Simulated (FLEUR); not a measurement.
**Cobalt: which magnetic order is lowest**

Aim: find out whether Cobalt carries moments, and which collinear order costs least.

Calculated with FLEUR MaX-R8.1; PBEsol; all-electron FLAPW, Dirac cores, scalar-relativistic bands.

Most raw output is cut from this account.

### 1. The structure

Symmetry: P6_3/mmc, No. 194, hexagonal system. Conventional cell: a = 2.507 Å, b = 2.507 Å, c = 4.070 Å, α = 90.00°, β = 90.00°, γ = 120.00°. Co has 12 Co at 2.50 to 2.51 Å nearest.

### 2. Start 1: ferro ++

The parallel start comes first: it shows whether parallel moments hold.

inpgen writes inp.xml from crystal.txt; cutoffs, mixing, functional, smearing and local orbitals are then set in the file. The k list default-1 (kpts.xml, not shown) is a Γ-centred 18×18×10 mesh; where the ranks do not divide the number of points, some are split in two of half the weight.

inp.xml

```
<?xml version="1.0" encoding="UTF-8" standalone="no"?>
<fleurInput fleurInputVersion="0.39">
   <comment>
      Co
   </comment>
   <calculationSetup>
      <cutoffs Kmax="3.6" Gmax="10.8" GmaxXC="10.8" numbands="0"/>
      <scfLoop itmax="90" minDistance="0.00002" maxIterBroyd="15" imix="Anderson" alpha="0.05" precondParam="0.0" spinf="2.0" sdNocoIR="T"/>
      <coreElectrons ctail="T" frcor="F" kcrel="1" coretail_lmax="0"/>
      <xcFunctional name="PBEs" relativisticCorrections="F"/>
      <magnetism jspins="2"/>
      <soc l_soc="F" theta="0.0" phi="0.0" spav="F"/>
      <expertModes spex="0" secvar="F"/>
      <geometryOptimization l_f="F" forcealpha="1.0" forcemix="BFGS" epsdisp="0.00001" epsforce="0.00001"/>
      <ldaU l_linMix="F" mixParam="0.05" spinf="1.0"/>
   </calculationSetup>
   <cell>
      <bzIntegration valenceElectrons="34.0" mode="hist" fermiSmearingEnergy="0.00183747">
         <kPointListSelection listName="default-1"/>
         <xi:include xmlns:xi="http://www.w3.org/2001/XInclude" href="kpts.xml"> </xi:include>
      </bzIntegration>
      <xi:include xmlns:xi="http://www.w3.org/2001/XInclude" href="sym.xml"> </xi:include>
      <bulkLattice scale="1.0">
         <bravaisMatrix>
            <row-1>    4.7382992847653478     0.0000000000188973     0.0000000000000000</row-1>
            <row-2>   -2.3691496423921228     4.1034875513345304     0.0000000000000000</row-2>
            <row-3>    0.0000000000000000     0.0000000000000000     7.6909963545095392</row-3>
         </bravaisMatrix>
      </bulkLattice>
   </cell>
   <atomSpecies>
      <species name="Cobalt (Co2.000" element="Co" atomicNumber="27">
         <mtSphere radius="2.3" gridPoints="761" logIncrement="0.016"/>
         <atomicCutoffs lmax="8" lnonsphr="6"/>
         <electronConfig flipSpins="F">
            <coreConfig>(1s1/2) (2s1/2) (2p1/2) (2p3/2)</coreConfig>
            <valenceConfig>(3s1/2) (3p1/2) (3p3/2) (4s1/2) (3d3/2) (3d5/2)</valenceConfig>
            <stateOccupation state="(3d3/2)" spinUp="1.5" spinDown="1.3"/>
            <stateOccupation state="(3d5/2)" spinUp="3.0" spinDown="1.2"/>
         </electronConfig>
         <energyParameters s="4" p="4" d="3" f="4"/>
         <lo type="SCLO" l="0" n="3" eDeriv="0"/>
         <lo type="SCLO" l="1" n="3" eDeriv="0"/>
      </species>
   </atomSpecies>
   <atomGroups>
      <atomGroup species="Cobalt (Co2.000">
         <relPos label="                   1">1.000/3.000 -1.000/3.000 1.000/4.000</relPos>
         <relPos label="                   2">-1.000/3.000 1.000/3.000 -1.000/4.000</relPos>
         <force calculate="T" relaxXYZ="TTT"/>
      </atomGroup>
   </atomGroups>
   <output dos="F" band="F" slice="F">
      <bandDOS minEnergy="-.5*Htr" maxEnergy="0.5*Htr" sigma="0.015" storeEVData="T"/>
      <plotting iplot="0" polar="F">
         <plot TwoD="T" vec1="  1.0  0.0  0.0" vec2="  0.0  1.0  0.0" vec3="  0.0  0.0  1.0" zero="  0.0  0.0  0.0" file="plot"/>
      </plotting>
      <moessbauerParams electricFieldGradient="F" isomerShift="T" coreHyperfine="T" valenceHyperfine="T"/>
   </output>
</fleurInput>
```

crystal.txt

```
Co
&input film=F cartesian=F /
2.50739999997  0.00000000001  0.00000000000
-1.25369999999  2.17147209742  0.00000000000
0.00000000000  0.00000000000  4.06990000000
1.8897261246
1.0 1.0 1.0

2
27 0.33333333333  0.66666666667  0.25000000000 : 2.000
27 0.66666666667  0.33333333333  0.75000000000 : 2.000

&kpt div1=18 div2=18 div3=10 gamma=T /
```

Command:

```bash
> OMP_NUM_THREADS=1 inpgen -f crystal.txt > inpgen.log  # inp.xml is then edited as shown
> OMP_NUM_THREADS=1 mpirun -n 4 fleur_MPI > fleur.log
```

The job ended after 20 s (4 MPI ranks of Arm Neoverse V1, shared host; peak memory 0.19 GiB; 81 s of CPU time).

Read from the output:

| Item | Value |
| --- | --- |
| free energy | -75770.4762 eV |
| program's band gap on this mesh (in a metal only a level spacing) | 0.001238 eV |
| magnetization | 3.212 μB |
| final state | ferromagnetic |
| largest moment | 1.665 μB |

After 18 cycles the largest moment stands at 1.66 μB.

### 3. Order 2, typed as antiferro +-

An opposed order shows whether neighbours prefer unlike signs.

inp.xml: that of step 2 with these lines changed.

```diff
@@ -44,2 +44,15 @@
       </species>
+      <species name="Cobalt (Co-2.000" element="Co" atomicNumber="27">
+         <mtSphere radius="2.3" gridPoints="761" logIncrement="0.016"/>
+         <atomicCutoffs lmax="8" lnonsphr="6"/>
+         <electronConfig flipSpins="F">
+            <coreConfig>(1s1/2) (2s1/2) (2p1/2) (2p3/2)</coreConfig>
+            <valenceConfig>(3s1/2) (3p1/2) (3p3/2) (4s1/2) (3d3/2) (3d5/2)</valenceConfig>
+            <stateOccupation state="(3d3/2)" spinUp="1.3" spinDown="1.5"/>
+            <stateOccupation state="(3d5/2)" spinUp="1.2" spinDown="3.0"/>
+         </electronConfig>
+         <energyParameters s="4" p="4" d="3" f="4"/>
+         <lo type="SCLO" l="0" n="3" eDeriv="0"/>
+         <lo type="SCLO" l="1" n="3" eDeriv="0"/>
+      </species>
    </atomSpecies>
@@ -48,2 +61,5 @@
          <relPos label="                   1">1.000/3.000 -1.000/3.000 1.000/4.000</relPos>
+         <force calculate="T" relaxXYZ="TTT"/>
+      </atomGroup>
+      <atomGroup species="Cobalt (Co-2.000">
          <relPos label="                   2">-1.000/3.000 1.000/3.000 -1.000/4.000</relPos>
```

crystal.txt: that of step 2 with these lines changed.

```diff
@@ -10,3 +10,3 @@
 27 0.33333333333  0.66666666667  0.25000000000 : 2.000
-27 0.66666666667  0.33333333333  0.75000000000 : 2.000
+27 0.66666666667  0.33333333333  0.75000000000 : -2.000
```

Wall time 45 s (4 MPI ranks); peak memory 0.23 GiB.

This step gave:

```
free energy                                                       : -75770.0262 eV
program's band gap on this mesh (in a metal only a level spacing) : 4.93e-7 eV
magnetization                                                     : 0 μB
final state                                                       : antiferromagnetic
largest moment                                                    : 0.9841 μB
```

It lies 225 meV a seeded atom over the first start, and its largest moment is 0.984 μB against 1.66 μB.

### 4. Run 3 (no spin polarisation)

A spinless run gives the zero against which the gain from the moments is read.

inp.xml: that of step 3 with these lines changed.

```diff
@@ -10,3 +10,3 @@
       <xcFunctional name="PBEs" relativisticCorrections="F"/>
-      <magnetism jspins="2"/>
+      <magnetism jspins="1"/>
       <soc l_soc="F" theta="0.0" phi="0.0" spav="F"/>
@@ -31,3 +31,3 @@
    <atomSpecies>
-      <species name="Cobalt (Co2.000" element="Co" atomicNumber="27">
+      <species name="Cobalt (Co)" element="Co" atomicNumber="27">
          <mtSphere radius="2.3" gridPoints="761" logIncrement="0.016"/>
@@ -37,17 +37,4 @@
             <valenceConfig>(3s1/2) (3p1/2) (3p3/2) (4s1/2) (3d3/2) (3d5/2)</valenceConfig>
-            <stateOccupation state="(3d3/2)" spinUp="1.5" spinDown="1.3"/>
-            <stateOccupation state="(3d5/2)" spinUp="3.0" spinDown="1.2"/>
-         </electronConfig>
-         <energyParameters s="4" p="4" d="3" f="4"/>
-         <lo type="SCLO" l="0" n="3" eDeriv="0"/>
-         <lo type="SCLO" l="1" n="3" eDeriv="0"/>
-      </species>
-      <species name="Cobalt (Co-2.000" element="Co" atomicNumber="27">
-         <mtSphere radius="2.3" gridPoints="761" logIncrement="0.016"/>
-         <atomicCutoffs lmax="8" lnonsphr="6"/>
-         <electronConfig flipSpins="F">
-            <coreConfig>(1s1/2) (2s1/2) (2p1/2) (2p3/2)</coreConfig>
-            <valenceConfig>(3s1/2) (3p1/2) (3p3/2) (4s1/2) (3d3/2) (3d5/2)</valenceConfig>
-            <stateOccupation state="(3d3/2)" spinUp="1.3" spinDown="1.5"/>
-            <stateOccupation state="(3d5/2)" spinUp="1.2" spinDown="3.0"/>
+            <stateOccupation state="(3d3/2)" spinUp="1.400000" spinDown="1.400000"/>
+            <stateOccupation state="(3d5/2)" spinUp="2.100000" spinDown="2.100000"/>
          </electronConfig>
@@ -59,7 +46,4 @@
    <atomGroups>
-      <atomGroup species="Cobalt (Co2.000">
+      <atomGroup species="Cobalt (Co)">
          <relPos label="                   1">1.000/3.000 -1.000/3.000 1.000/4.000</relPos>
-         <force calculate="T" relaxXYZ="TTT"/>
-      </atomGroup>
-      <atomGroup species="Cobalt (Co-2.000">
          <relPos label="                   2">-1.000/3.000 1.000/3.000 -1.000/4.000</relPos>
```

crystal.txt: that of step 3 with these lines changed.

```diff
@@ -9,4 +9,4 @@
 2
-27 0.33333333333  0.66666666667  0.25000000000 : 2.000
-27 0.66666666667  0.33333333333  0.75000000000 : -2.000
+27 0.33333333333  0.66666666667  0.25000000000
+27 0.66666666667  0.33333333333  0.75000000000
```

Run time: 8.5 s. Hardware: 4 MPI ranks; peak memory 0.17 GiB; 34 s of CPU time.

This step gave:

| Item | Value |
| --- | --- |
| free energy | -75770.0082 eV |
| program's band gap on this mesh (in a metal only a level spacing) | 0.001231 eV |
| final state | non-magnetic (no spin polarisation) |

It lies 234 meV a seeded atom over the first start.

### 5. Ranking

Free energies are divided by the number of seeded atoms.

Orders:

```tsv
start	final state	typed order kept	energy over the lowest (meV a seeded atom)	largest sphere moment (μB)	net moment (μB a primitive cell)	mesh matched	CPU time (s)
ferro ++	ferromagnetic	yes	0	1.665	3.212	yes	81.22
antiferro +-	antiferromagnetic	yes	225	0.9841	0	yes	179.2
no spin polarisation	non-magnetic	-	234	0	0	yes	33.5
```

### 6. Spin–orbit coupling, moments along [001]

Spin–orbit coupling ties the spins to the lattice and lets orbital moments form.

A new self-consistent run of the start ferro ++, with the moments along z.

inp.xml: that of step 2 with these lines changed.

```diff
@@ -6,3 +6,3 @@
    <calculationSetup>
-      <cutoffs Kmax="3.6" Gmax="10.8" GmaxXC="10.8" numbands="0"/>
+      <cutoffs Kmax="3.6" Gmax="10.8" GmaxXC="10.8" numbands="74"/>
       <scfLoop itmax="90" minDistance="0.00002" maxIterBroyd="15" imix="Anderson" alpha="0.05" precondParam="0.0" spinf="2.0" sdNocoIR="T"/>
@@ -11,3 +11,3 @@
       <magnetism jspins="2"/>
-      <soc l_soc="F" theta="0.0" phi="0.0" spav="F"/>
+      <soc l_soc="T" theta="0.0" phi="0.0" spav="F"/>
       <expertModes spex="0" secvar="F"/>
```

crystal.txt: that of step 2 with these lines changed.

```diff
@@ -12,2 +12,3 @@
 
+&soc 0.0000000 0.0000000 /
 &kpt div1=18 div2=18 div3=10 gamma=T /
```

It took 1.9 min on 4 MPI ranks; peak memory 0.4 GiB; 7.6 min of CPU time.

Read from the output:

- free energy: -75770.5179 eV
- program's band gap on this mesh (in a metal only a level spacing): 0 eV
- magnetization: 3.208 μB
- final state: ferromagnetic
- largest moment: 1.663 μB
- orbital moment along the spin: 0.07841 μB

Orbital moment in the sphere, along the spin axis by atom:

```tsv
atom	orbital moment in the sphere, along the spin axis (μB)
Co1	0.0784
Co2	0.0784
```

Fields along z, the direction of positive moments; semicore shells count as valence. Hyperfine fields at the nuclei:

```tsv
atom	core contact (T)	valence contact (T)	dipolar (T)	orbital (T)	sum (T)	density at the nucleus (e/bohr³)
Co1	-49.1	21.99	0.1433	5.534	-21.42	17262
Co2	-49.1	21.99	0.1433	5.534	-21.42	17262
```

### 7. Outcome

```json
{"lowest state found": "ferromagnetic (typed ferro ++)", "largest site spin moment": "1.66 μB", "next finished state": "antiferromagnetic, 225 meV a seeded atom higher", "energy gained by spin polarisation": "234 meV a seeded atom", "hyperfine field at Co1, along its moment": "-21.4 T", "orbital moment on the atom of largest spin, along its spin (spin–orbit run)": "0.0784 μB"}
```

The lowest state found is ferromagnetic, reached from the start ferro ++, with moments up to 1.66 μB. The next finished state costs 225 meV a seeded atom. At Co1 the core shells give -49.1 T and the valence and semicore s states 22.0 T along the moment, -16.3 T per μB together; orbital and dipolar parts add 5.7 T. Semilocal functionals tend to give too weak a core polarisation. The orbital moment is parallel to the spin, as Hund's third rule has it for a shell over half filled. Only 3 starts were tried; other patterns of signs, canted and longer-period orders were not.

[Logs and program files are shortened in this print: banners, set-up blocks, solver, clock and traceback lines can be left out without a mark of their own.]

[Logs are printed without paths, hosts, clocks, repeated set-up lines and the standing remarks that a program may print on its own settings, such as how far it seeks lower states.]

[Hosts, paths, dates, database ids (printed as entryN), source tags and the programs' standing remarks are cut or masked in the printed files.]

[Where a cell is said to come from a database of computed structures, the database is the Materials Project.]
